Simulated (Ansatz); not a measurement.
# How fast states decay through LaAlCu2S4

Aim: relax a made-up compound, LaAlCu2S4, and see how good a tunnel barrier it would be. It is built by putting Cu for Ag, La for In in the AlInAg2S4 structure of space group I-4, with the volume rescaled by atomic radii. The parent structure comes from the Materials Project.

Method: r2SCAN DFT, plane waves, PAW files, in the first sound run; inputs show where later runs differ, in Ansatz 0.2.0.

The structure was built from a prototype and need not be the compound's stable phase.

## (1) The starting structure

Symmetry: I-4, No. 82, tetragonal system. Conventional cell: a = 6.018 Å, b = 6.018 Å, c = 11.323 Å, α = 90.00°, β = 90.00°, γ = 90.00°. Nearest to Al lie 4 S at 2.35 Å. Nearest to La lie 4 S at 2.58 Å. Nearest to Cu lie 4 S at 2.67 Å. Nearest to Cu lie 4 S at 2.65 Å. Nearest to S lie 1 Al at 2.35 Å and 1 La at 2.58 Å and 2 Cu at 2.65 to 2.67 Å. It derives from AlInAg2S4. Cu for Ag, La for In in the AlInAg2S4 structure of space group I-4. Farther neighbours and most contacts between anions are not listed.

## (2) Relaxing the new crystal

The substituted atoms don't fit the parent's cell, so cell and atoms relax together. A small smearing keeps the run stable in case the gap closes on the way.

The input, input.yaml:

```yaml
crystal:
  lattice:
    - [-3.009058289, 3.009058289, 5.6615708166]
    - [3.009058289, -3.009058289, 5.6615708166]
    - [3.009058289, 3.009058289, -5.6615708166]
  atoms:
    - { symbol: Al, position: [0.25, 0.75, 0.5] }
    - { symbol: La, position: [0.0, 0.0, 0.0] }
    - { symbol: Cu, position: [0.75, 0.25, 0.5] }
    - { symbol: Cu, position: [0.5, 0.5, 0.0] }
    - { symbol: S, position: [0.134192, 0.089918, 0.49012] }
    - { symbol: S, position: [0.599798, 0.644072, 0.50988] }
    - { symbol: S, position: [0.355928, 0.865808, 0.955726] }
    - { symbol: S, position: [0.910082, 0.400202, 0.044274] }
kpoints:
  mp_grid: { grid: [6, 6, 6] }
scf:
  occupations: { method: gaussian, width: 0.03 }
hamiltonian:
  xc: r2scan
output:
  forces: true
  stress: true
relax:
  f_tol: 0.02
  max_steps: 60
  cell: {}
```

Run with:

```console
$ ansatz run input.yaml --threads 2 --pin off --max-ram 4096MiB --backend cpu --events-out ev --progress --plain --runs-dir out
```

Numbers of over 12 decimals in the logs are rounded to 6 here.

What it wrote:

```text
Engine: ansatz 0.2.0, aarch64-unknown-linux-gnu
Pseudopotentials: kind: paw
Pseudopotential: Al, paw, valence charge 3, recommended cutoff 500 eV (meta_gga), Al.paw.azcp
Pseudopotential: La, paw, valence charge 11, recommended cutoff 500 eV (meta_gga), La.paw.azcp
Pseudopotential: Cu, paw, valence charge 19, recommended cutoff 500 eV (meta_gga), Cu.paw.azcp
Pseudopotential: S, paw, valence charge 6, recommended cutoff 500 eV (meta_gga), S.paw.azcp
Functional definition: r2SCAN
  parameter k0 = 0.174
  parameter k1 = 0.065
  parameter a1 = 4.9479
  exchange = r2scan_x(k0 = k0, k1 = k1, a1 = a1)
  correlation = r2scan_c
Crystal: 8 atoms, lattice volume = 205.049 Å³
Basis set: ecut = 500 eV, 5181 PW (Γ), exchange–correlation on 216×216×216 points (64 copies of the dense FFT grid, shifted against one another)
Bands: 46, of which v1, the nominal top of the filled ones, is band 38 counted from 1 (37 counted from 0)
Symmetry: 4 space group operations
Space group: I-4 (ITA 82), of the structure as read, at distance tolerance 5.9e-5 Å
k-points: 36 of 216 (time reversal used)
Non-local potential: Al, projectors of the file, l = 0: 2, l = 1: 2, l = 2: 1
Non-local potential: La, projectors of the file, l = 0: 3, l = 1: 2, l = 2: 2, l = 3: 3
Non-local potential: Cu, projectors of the file, l = 0: 3, l = 1: 2, l = 2: 3, l = 3: 1
Non-local potential: S, projectors of the file, l = 0: 2, l = 1: 2, l = 2: 2
PAW form: soft (Blöchl's): semilocal exchange-correlation on the pseudo side does not see the compensation charge
PAW frozen core: Al, regenerated for the run's functional (the file was generated under x = pbe(κ = 0.804, μ = 0.219515), c = pbe(β = 0.066725))
PAW frozen core: La, regenerated for the run's functional (the file was generated under x = pbe(κ = 0.804, μ = 0.219515), c = pbe(β = 0.066725))
PAW frozen core: Cu, regenerated for the run's functional (the file was generated under x = pbe(κ = 0.804, μ = 0.219515), c = pbe(β = 0.066725))
PAW frozen core: S, regenerated for the run's functional (the file was generated under x = pbe(κ = 0.804, μ = 0.219515), c = pbe(β = 0.066725))
PAW one-centre angular grid: Al, 302 points (default); XC on 160 Gauss nodes
PAW one-centre angular grid: La, 974 points (default); XC on 160 Gauss nodes
PAW one-centre angular grid: Cu, 590 points (default); XC on 160 Gauss nodes
PAW one-centre angular grid: S, 302 points (default); XC on 160 Gauss nodes
Initial density: superposition of atomic densities (neutral atoms: chi_scale 0, normalization atom), corrected by the library's trained network
Initial wavefunctions: pseudopotential atomic-orbital guess
Functional: x = r2scan, c = r2scan; τ floored in thin density (d = 2e-4 eV/Å³)
SCF iter   1: F=—  HF=-23697.714528 eV  |F-HF|=—  |Δ(HF+E_count)|=         —  Δρ=1.80e-2  dr2=4.72e-1  dr2_τ=3.96e-2  ethr=1.77e-3  ⟨swp⟩=7.0  Hψ=7093  notcnv=0  defer=2
preconditioner: auto → Resta (q_TF=auto, 2.312 Å⁻¹)  ε∞=6.3  [insulator: Δε(μ)=1.850 eV  Ē_g=8.568 eV  σ=0.030 eV  W_gap=1.00  n_scr=36 (ndim 8)  ℏωp=19.7 eV  f_vac=0.056  D(μ)=0.00/eV (n_scr^D=0)  ε∞_Penn≈6.3]
SCF iter   2: F=—  HF=-23697.798578 eV  |F-HF|=—  |Δ(HF+E_count)|=   8.40e-2  Δρ=1.19e-2  dr2=1.69e-1  dr2_τ=3.57e-3  ethr=6.21e-4  ⟨swp⟩=3.2  Hψ=3609  notcnv=0  defer=97
SCF iter   3: F=—  HF=-23697.743057 eV  |F-HF|=—  |Δ(HF+E_count)|=   5.55e-2  Δρ=4.57e-3  dr2=3.62e-2  dr2_τ=3.35e-4  ethr=2.23e-4  ⟨swp⟩=2.0  Hψ=3048  notcnv=0  defer=61
automatic band count: iteration 3 solves 45 bands in place of 46: the levels show a gap, and the empty bands left out lie too high to hold charge; the band table lists the bands solved (type scf.n_extra_bands for more)
SCF iter   4: F=—  HF=-23697.737359 eV  |F-HF|=—  |Δ(HF+E_count)|=   5.70e-3  Δρ=7.99e-4  dr2=1.19e-3  dr2_τ=3.83e-5  ethr=4.77e-5  ⟨swp⟩=4.2  Hψ=3087  notcnv=0  defer=64
SCF iter   5: F=—  HF=-23697.737766 eV  |F-HF|=—  |Δ(HF+E_count)|=   4.07e-4  Δρ=6.72e-4  dr2=6.74e-4  dr2_τ=6.18e-6  ethr=1.57e-6  ⟨swp⟩=2.1  Hψ=2648  notcnv=0  defer=28
automatic band count: iteration 5 solves 44 bands in place of 45: the levels show a gap, and the empty bands left out lie too high to hold charge; the band table lists the bands solved (type scf.n_extra_bands for more)
SCF iter   6: F=—  HF=-23697.737720 eV  |F-HF|=—  |Δ(HF+E_count)|=   4.62e-5  Δρ=4.24e-4  dr2=2.61e-4  dr2_τ=2.38e-6  ethr=8.87e-7  ⟨swp⟩=2.0  Hψ=2854  notcnv=0  defer=28
SCF iter   7: F=—  HF=-23697.737679 eV  |F-HF|=—  |Δ(HF+E_count)|=   4.06e-5  Δρ=1.45e-4  dr2=3.51e-5  dr2_τ=5.06e-7  ethr=3.44e-7  ⟨swp⟩=2.0  Hψ=1916  notcnv=0  defer=28
SCF iter   8: F=—  HF=-23697.737611 eV  |F-HF|=—  |Δ(HF+E_count)|=   6.76e-5  Δρ=5.01e-5  dr2=4.77e-6  dr2_τ=3.84e-8  ethr=4.62e-8  ⟨swp⟩=2.0  Hψ=1938  notcnv=0  defer=28
SCF iter   9: F=—  HF=-23697.737612 eV  |F-HF|=—  |Δ(HF+E_count)|=   3.56e-7  Δρ=8.24e-6  dr2=2.07e-7  dr2_τ=7.92e-9  ethr=6.28e-9  ⟨swp⟩=2.0  Hψ=2349  notcnv=0  defer=28
SCF iter  10: F=-23697.737612 eV  HF=-23697.737612 eV  |F-HF|=7.47e-9  |Δ(HF+E_count)|=   2.82e-8  Δρ=4.17e-6  dr2=3.34e-8  dr2_τ=1.09e-9  ethr=1.32e-10  ⟨swp⟩=4.0  Hψ=5543  notcnv=0
SCF 1 converged in 10 iterations: F = -23697.737612 eV  dr2 = 3.34e-8
  greatest PAW one-centre occupation: 1.000 electrons in one spin orbital (limit 2), on the Cu atom at site 2 (counted from 0), in its partial waves of l = 1
relax step   1: F+E_penalty+E_count = -23697.73761180 eV  Δ(F+E_penalty+E_count) = +0.000e0 eV  max|allowed force component| = 1.753e0 eV/Å  Δτ_max = 0.0000 Å  P = -2.306 GPa  Ω = 205.049 Å³  (10 SCF iters, dr2 threshold 1.00e-7 eV, accepted)
Crystal: 8 atoms, lattice volume = 201.382 Å³
Basis set: ecut = 500 eV, 5093 PW (Γ), exchange–correlation on 216×216×216 points (64 copies of the dense FFT grid, shifted against one another)
Initial density: handed on by an earlier stage of this run
Initial wavefunctions: those handed on with the density
iter 1 solved again at ethr=6.82e-4 eV; its pass at ethr=3.10e-3 eV (dr2=5.18e-1 eV) is discarded
SCF iter   1: F=—  HF=-23699.351486 eV  |F-HF|=—  |Δ(HF+E_count)|=         —  Δρ=1.18e-2  dr2=5.47e-1  dr2_τ=5.56e-1  ethr=6.82e-4  ⟨swp⟩=1.1  Hψ=9092  notcnv=0
automatic band count: iteration 1 solves 43 bands in place of 46: the levels show a gap, and the empty bands left out lie too high to hold charge; the band table lists the bands solved (type scf.n_extra_bands for more)
preconditioner: auto → Resta (q_TF=auto, 2.319 Å⁻¹)  ε∞=7.1  [insulator: Δε(μ)=1.412 eV  Ē_g=8.090 eV  σ=0.030 eV  W_gap=1.00  n_scr=36 (ndim 8)  ℏωp=19.9 eV  f_vac=0.048  D(μ)=0.00/eV (n_scr^D=0)  ε∞_Penn≈7.1]
[...]
SCF iter   5: F=—  HF=-23700.103266 eV  |F-HF|=—  |Δ(HF+E_count)|=   1.66e-3  Δρ=1.24e-3  dr2=2.61e-3  dr2_τ=1.78e-5  ethr=1.05e-5  ⟨swp⟩=2.0  Hψ=2395  notcnv=0  defer=28
SCF iter   6: F=—  HF=-23700.103222 eV  |F-HF|=—  |Δ(HF+E_count)|=   4.39e-5  Δρ=4.10e-4  dr2=2.09e-4  dr2_τ=2.56e-6  ethr=3.43e-6  ⟨swp⟩=2.4  Hψ=2430  notcnv=0  defer=29
SCF iter   7: F=—  HF=-23700.103166 eV  |F-HF|=—  |Δ(HF+E_count)|=   5.57e-5  Δρ=4.81e-4  dr2=2.66e-4  dr2_τ=1.46e-6  ethr=2.74e-7  ⟨swp⟩=2.0  Hψ=2880  notcnv=0  defer=28
SCF iter   8: F=—  HF=-23700.103119 eV  |F-HF|=—  |Δ(HF+E_count)|=   4.75e-5  Δρ=1.19e-4  dr2=1.88e-5  dr2_τ=1.15e-7  ethr=2.74e-7  ⟨swp⟩=2.0  Hψ=2106  notcnv=0  defer=28
SCF iter   9: F=-23700.103120 eV  HF=-23700.103120 eV  |F-HF|=4.24e-7  |Δ(HF+E_count)|=   1.31e-6  Δρ=2.25e-5  dr2=7.13e-7  dr2_τ=1.78e-8  ethr=1.05e-9  ⟨swp⟩=4.0  Hψ=6947  notcnv=0
SCF 3 converged in 9 iterations: F = -23700.103120 eV  dr2 = 7.13e-7
  greatest PAW one-centre occupation: 1.000 electrons in one spin orbital (limit 2), on the Cu atom at site 2 (counted from 0), in its partial waves of l = 0
relax step   3: F+E_penalty+E_count = -23700.10311968 eV  Δ(F+E_penalty+E_count) = -9.480e-1 eV  max|allowed force component| = 1.925e-1 eV/Å  Δτ_max = 0.1770 Å  P = -0.931 GPa  Ω = 175.638 Å³  energy of the carried Pulay correction = +6.509e-3 eV  (9 SCF iters, dr2 threshold 8.00e-7 eV, accepted)
[...]
relax step   4: F+E_penalty+E_count = -23700.12907476 eV  Δ(F+E_penalty+E_count) = -2.596e-2 eV  max|allowed force component| = 9.398e-2 eV/Å  Δτ_max = 0.0368 Å  P = +0.418 GPa  Ω = 171.485 Å³  energy of the carried Pulay correction = +7.510e-3 eV  (9 SCF iters, dr2 threshold 8.00e-7 eV, accepted)
[...]
relax step   5: F+E_penalty+E_count = -23700.13833699 eV  Δ(F+E_penalty+E_count) = -9.262e-3 eV  max|allowed force component| = 3.057e-2 eV/Å  Δτ_max = 0.0089 Å  P = +0.060 GPa  Ω = 172.606 Å³  energy of the carried Pulay correction = +7.238e-3 eV  (7 SCF iters, dr2 threshold 8.00e-7 eV, accepted)
[...]
relax step   6: F+E_penalty+E_count = -23700.14795503 eV  Δ(F+E_penalty+E_count) = -9.618e-3 eV  max|allowed force component| = 5.498e-2 eV/Å  Δτ_max = 0.0101 Å  P = -0.130 GPa  Ω = 173.339 Å³  energy of the carried Pulay correction = +7.061e-3 eV  (8 SCF iters, dr2 threshold 6.64e-7 eV, accepted)
[...]
relax step   7: F+E_penalty+E_count = -23700.15060395 eV  Δ(F+E_penalty+E_count) = -2.649e-3 eV  max|allowed force component| = 3.900e-3 eV/Å  Δτ_max = 0.0077 Å  P = -0.008 GPa  Ω = 172.977 Å³  energy of the carried Pulay correction = +7.148e-3 eV  (8 SCF iters, dr2 threshold 1.89e-7 eV, accepted)
Initial wavefunctions: pseudopotential atomic-orbital guess (no wavefunctions were taken with the density)
iter 1 solved again at ethr=2.05e-7 eV; its pass at ethr=3.10e-3 eV (dr2=1.56e-4 eV) is discarded
SCF iter   1: F=—  HF=-23700.146605 eV  |F-HF|=—  |Δ(HF+E_count)|=         —  Δρ=1.56e-4  dr2=7.59e-6  dr2_τ=1.50e-5  ethr=2.05e-7  ⟨swp⟩=3.0  Hψ=11238  notcnv=0
preconditioner: auto → Resta (q_TF=auto, 2.379 Å⁻¹)  ε∞=7.7  [insulator: Δε(μ)=1.773 eV  Ē_g=8.281 eV  σ=0.030 eV  W_gap=1.00  n_scr=36 (ndim 8)  ℏωp=21.5 eV  f_vac=0.018  D(μ)=0.00/eV (n_scr^D=0)  ε∞_Penn≈7.7]
SCF iter   2: F=—  HF=-23700.146637 eV  |F-HF|=—  |Δ(HF+E_count)|=   3.23e-5  Δρ=1.45e-4  dr2=1.70e-5  dr2_τ=2.21e-6  ethr=9.99e-9  ⟨swp⟩=2.0  Hψ=2952  notcnv=0
SCF iter   3: F=—  HF=-23700.146638 eV  |F-HF|=—  |Δ(HF+E_count)|=   6.88e-7  Δρ=1.13e-4  dr2=1.37e-5  dr2_τ=3.08e-7  ethr=9.99e-9  ⟨swp⟩=2.0  Hψ=3024  notcnv=0
SCF iter   4: F=—  HF=-23700.146641 eV  |F-HF|=—  |Δ(HF+E_count)|=   3.13e-6  Δρ=9.98e-6  dr2=9.64e-8  dr2_τ=2.81e-9  ethr=9.99e-9  ⟨swp⟩=2.0  Hψ=2952  notcnv=0
SCF iter   5: F=—  HF=-23700.146621 eV  |F-HF|=—  |Δ(HF+E_count)|=   1.96e-5  Δρ=9.59e-6  dr2=1.06e-7  dr2_τ=2.00e-9  ethr=1.27e-10  ⟨swp⟩=2.0  Hψ=3024  notcnv=0
SCF iter   6: F=—  HF=-23700.146621 eV  |F-HF|=—  |Δ(HF+E_count)|=   1.15e-8  Δρ=5.48e-6  dr2=3.18e-8  dr2_τ=2.17e-9  ethr=1.27e-10  ⟨swp⟩=2.0  Hψ=2317  notcnv=0
SCF iter   7: F=—  HF=-23700.146621 eV  |F-HF|=—  |Δ(HF+E_count)|=   3.03e-9  Δρ=9.64e-7  dr2=1.17e-9  dr2_τ=1.21e-10  ethr=4.18e-11  ⟨swp⟩=2.0  Hψ=2140  notcnv=0
SCF iter   8: F=-23700.146621 eV  HF=-23700.146621 eV  |F-HF|=2.91e-11  |Δ(HF+E_count)|=  4.95e-10  Δρ=1.80e-7  dr2=6.41e-11  dr2_τ=1.27e-12  ethr=1.00e-12  ⟨swp⟩=3.5  Hψ=6750  notcnv=0
SCF 8 converged in 8 iterations: F = -23700.146621 eV  dr2 = 6.41e-11
relax step   8: F+E_penalty+E_count = -23700.14662103 eV  Δ(F+E_penalty+E_count) = +3.983e-3 eV  max|allowed force component| = 3.880e-3 eV/Å  Δτ_max = 0.0000 Å  P = -0.029 GPa  Ω = 172.977 Å³  stress off target by 4.09e-2 GPa  SCF on the basis re-selected at this cell (its energy is not comparable with the rows above)  (8 SCF iters)
basis re-selected at this cell: Δ(F+E_penalty+E_count) = +3.983e-3 eV, ΔP = -0.021 GPa vs the last step (what re-selecting the basis moved, of the pressure what is left beyond the Pulay correction that the steps carried, after the strain that the cell walked since its last selection, with what the two solves' SCF thresholds leave and, on support functions, any second-order correction that the steps lacked; it is no m [...]
SCF converged after 8 iterations
Free energy (F): -23700.146621 eV
Harris-Foulkes:  -23700.146621 eV  (|F-HF|=2.91e-11)
Internal energy: -23700.146621 eV  (E = F + TS)
E sigma→0 (E₀):  -23700.146621 eV
Fermi energy:    8.245982 eV
--- Per-component energies (eV) ---
  E_band       = -1134.368262
  E_kinetic    = 1246.146018
  E_local      = -13521.547833  (includes V_loc(G=0)·N_el)
  E_nonlocal   = 1027.302946
  E_hartree    = 5994.042066
  E_xc         = -702.928873
  E_vxc        = -817.399784  (∫ρ·V_xc dr)
  E_paw        = -11722.908416  (= ΣΔE_a)
  E_vpaw       = -1101.547345  (= ΣTr[D̂ρ^β])
  E_aug_tail   = 0.000298  (compensation charges beyond the density's cutoff)
  E_vtau       = 44.593781  (kinetic-family band-sum trace: ∫τ·v_τ [+ j·A + Jᵃ·Aᵃ] dr)
  E_ewald      = -6019.219949
  E_core_change = -1.032879  (= ΣΔE_core)
  E_smearing   = -0.000000  (= −TS)
  E_closure    = 0.000000  (closes the sum)
  Σ components = -23700.146621   (vs F -23700.146621, Δ=0.00e0)
--- Forces (eV/Å), atoms counted from 1 ---
  atom   1  Al    -0.00000000     0.00000000     0.00000000
  atom   2  La     0.00000000     0.00000000     0.00000000
  atom   3  Cu     0.00000000    -0.00000000     0.00000000
  atom   4  Cu     0.00000000    -0.00000000     0.00000000
  atom   5  S     -0.00055579    -0.00315854     0.00388033
  atom   6  S      0.00055579     0.00315854     0.00388033
  atom   7  S      0.00315854    -0.00055579    -0.00388033
  atom   8  S     -0.00315854     0.00055579    -0.00388033
  max |Σ_I F_I| component: 9.97e-18 eV/Å
--- Stress (GPa, compression-positive) ---
       -0.040948       0.000007       0.000000
       -0.000007      -0.040948       0.000000
        0.000000       0.000000      -0.005770
  P = ⅓ Tr σ = -0.0292 GPa (-0.292 kbar)
--- Relaxed structure (7 steps of the walk, 7 accepted, 1 SCFs on fresh bases) ---
  F+E_penalty+E_count = -23700.14662103 eV   max|allowed force component| = 3.880e-3 eV/Å   (the final SCF, on the basis selected at the relaxed cell)
  cell:  # Å, volume = 172.9775 Å³
    - [-2.757013, 2.757013, 5.689209]
    - [2.757013, -2.757013, 5.689209]
    - [2.757013, 2.757013, -5.689209]
  atoms:
    - { symbol: Al, position: [0.25, 0.750000, 0.5] }
    - { symbol: La, position: [0, 0, 0] }
    - { symbol: Cu, position: [0.750000, 0.25, 0.5] }
    - { symbol: Cu, position: [0.500000, 0.500000, 0] }
    - { symbol: S, position: [0.149651, 0.134501, 0.568751] }
    - { symbol: S, position: [0.565751, 0.580900, 0.431249] }
    - { symbol: S, position: [0.419100, 0.850349, 0.984850] }
    - { symbol: S, position: [0.865499, 0.434249, 0.015150] }
```

It took 5.5 min on 2 threads of Arm Neoverse V1, shared host; peak memory 1.2 GiB; 11 min of CPU time.

The steps of the relaxation:

```csv
step,energy less that of the first step (eV),largest force component (eV/Å),pressure (GPa),volume (Å³)
1,0.0000,1.7533,-2.31,205.05
2,-1.4175,0.7202,-5.49,201.38
3,-2.3655,0.1925,-0.93,175.64
4,-2.3915,0.0940,0.42,171.49
5,-2.4007,0.0306,0.06,172.61
6,-2.4103,0.0550,-0.13,173.34
7,-2.4130,0.0039,-0.01,172.98
8*,-2.4090,0.0039,-0.03,172.98
```

Relaxation steps marked * repeat the geometry before them on a plane-wave basis chosen anew for their cell, so energy and pressure can jump there.

The run keeps the 4 symmetry operations that it works with, so distortions that break them were not tested.

| conventional cell, symmetrised | before | after | change |
| --- | --- | --- | --- |
| a (Å) | 6.018 | 5.514 | -8.4 % |
| b (Å) | 6.018 | 5.514 | -8.4 % |
| c (Å) | 11.323 | 11.378 | +0.5 % |
| volume (Å³/atom) | 25.63 | 21.62 | -15.6 % |

The atoms that moved most (Å, as changes of fractional coordinates times the final cell):

```
atom      dx      dy      dz  length
  S7  -0.136   0.297   0.106   0.344
  S5   0.297   0.136  -0.106   0.344
  S8   0.136  -0.297   0.106   0.344
  S6  -0.297  -0.136  -0.106   0.344
```

This step gave:

| Property | Result |
| --- | --- |
| free energy | -23700.1466 eV |
| Fermi energy | 8.246 eV |
| pressure | -0.02922 GPa |

The largest force component on a free atom ends at 0.0039 eV/Å.

## (3) The bulk crystal and its band edges

The energy window and the wavevectors of the next steps follow from the band edges, so these are searched first, off the mesh as well.

The input, input.yaml:

```yaml
crystal:
  lattice:
    - [-2.7570130722, 2.7570130722, 5.6892091452]
    - [2.7570130722, -2.7570130722, 5.6892091452]
    - [2.7570130722, 2.7570130722, -5.6892091452]
  atoms:
    - { symbol: Al, position: [0.25, 0.75, 0.5] }
    - { symbol: La, position: [0.0, 0.0, 0.0] }
    - { symbol: Cu, position: [0.75, 0.25, 0.5] }
    - { symbol: Cu, position: [0.5, 0.5, 0.0] }
    - { symbol: S, position: [0.1496508969, 0.1345012859, 0.5687505809] }
    - { symbol: S, position: [0.565750705, 0.580900316, 0.4312494191] }
    - { symbol: S, position: [0.419099684, 0.8503491031, 0.9848503891] }
    - { symbol: S, position: [0.8654987141, 0.434249295, 0.0151496109] }
kpoints:
  mp_grid: { grid: [6, 6, 6] }
  band_path: { path: [VBM, CBM], npoints: 30 }
scf:
  occupations: { method: fixed }
hamiltonian:
  xc: r2scan
output:
  eigenvalues: true
  write_potential: true
  write_density: true
  volumetric_format: npy
```

What it wrote:

```text
[...]
Crystal: 8 atoms, lattice volume = 172.977 Å³
Basis set: ecut = 500 eV, 4373 PW (Γ), exchange–correlation on 216×216×216 points (64 copies of the dense FFT grid, shifted against one another)
Bands: 46, of which v1, the nominal top of the filled ones, is band 38 counted from 1 (37 counted from 0)
Symmetry: 4 space group operations
[...]
k-points: 36 of 216 (time reversal used)
[...]
SCF iter   1: F=—  HF=-23700.142496 eV  |F-HF|=—  |Δ(HF+E_count)|=         —  Δρ=2.19e-2  dr2=6.48e-1  dr2_τ=4.34e-2  ethr=1.77e-3  ⟨swp⟩=5.4  Hψ=5869  notcnv=0  defer=201
[...]
SCF iter  10: F=-23700.146621 eV  HF=-23700.146621 eV  |F-HF|=3.71e-9  |Δ(HF+E_count)|=   2.82e-8  Δρ=1.93e-6  dr2=1.46e-8  dr2_τ=2.01e-10  ethr=1.32e-10  ⟨swp⟩=9.5  Hψ=5415  notcnv=0
SCF 1 converged in 10 iterations: F = -23700.146621 eV  dr2 = 1.46e-8
[...]
NSCF: frozen V_eff on 36 k-points
[...]
SCF converged after 10 iterations
Free energy (F): -23700.146621 eV
[...]
Internal energy: -23700.146621 eV  (E = F + TS)
E sigma→0 (E₀):  -23700.146621 eV
Fermi energy:    7.359155 eV
[...]
--- Band table (eV; the first three rows and the last of 36) ---
  k-point 0: bands = [... 34 lower, 6.2629, 7.2014, 7.2014, 7.2203, 9.1321, 9.2534, 10.1425, 10.1425, ... 4 higher]
  k-point 1: bands = [... 34 lower, 6.3961, 7.0843, 7.2276, 7.2470, 9.4388, 9.9449, 10.0875, 10.1645, ... 4 higher]
  k-point 2: bands = [... 34 lower, 6.5236, 7.0354, 7.0934, 7.3288, 9.9218, 10.0466, 10.1593, 10.2223, ... 4 higher]
  k-point 35: bands = [... 34 lower, 6.5663, 6.8016, 6.8016, 6.8451, 9.5649, 9.6315, 10.0816, 10.0816, ... 4 higher]
```

Wall time 2.4 min (2 threads); peak memory 1.1 GiB.

Numbers from this step:

* Fermi energy: 7.359 eV
* gap on the k-mesh: 1.773 eV
* gap on path: 1.763 eV, by band count; negative where bands overlap
* direct gap on path: 1.912 eV
* edge places on path: 0, 0.5737 1/A along the path

The electronic bands at the labelled points (eV, zero at the Fermi level (highest filled level under fixed occupations); v1 is the highest filled band, c1 the lowest empty one):

| point | v4 | v3 | v2 | v1 | c1 | c2 | c3 | c4 |
| --- | --- | --- | --- | --- | --- | --- | --- | --- |
| VBM | -0.88 | -0.48 | -0.20 | 0.01 | 2.60 | 2.75 | 2.80 | 2.86 |
| halfway | -0.96 | -0.28 | -0.17 | -0.07 | 2.21 | 2.54 | 2.73 | 2.83 |
| CBM | -1.10 | -0.16 | -0.16 | -0.14 | 1.77 | 1.89 | 2.78 | 2.78 |

The searched edges give 1.76 eV, against 1.77 eV on the mesh.

(Part 1 of 3 ends here.)

[Logs are printed without paths, hosts, clocks, repeated set-up lines and the standing remarks that a program may print on its own settings, such as how far it seeks lower states.]

[Hosts, paths, dates, database ids (printed as entryN), source tags and the programs' standing remarks are cut or masked in the printed files.]
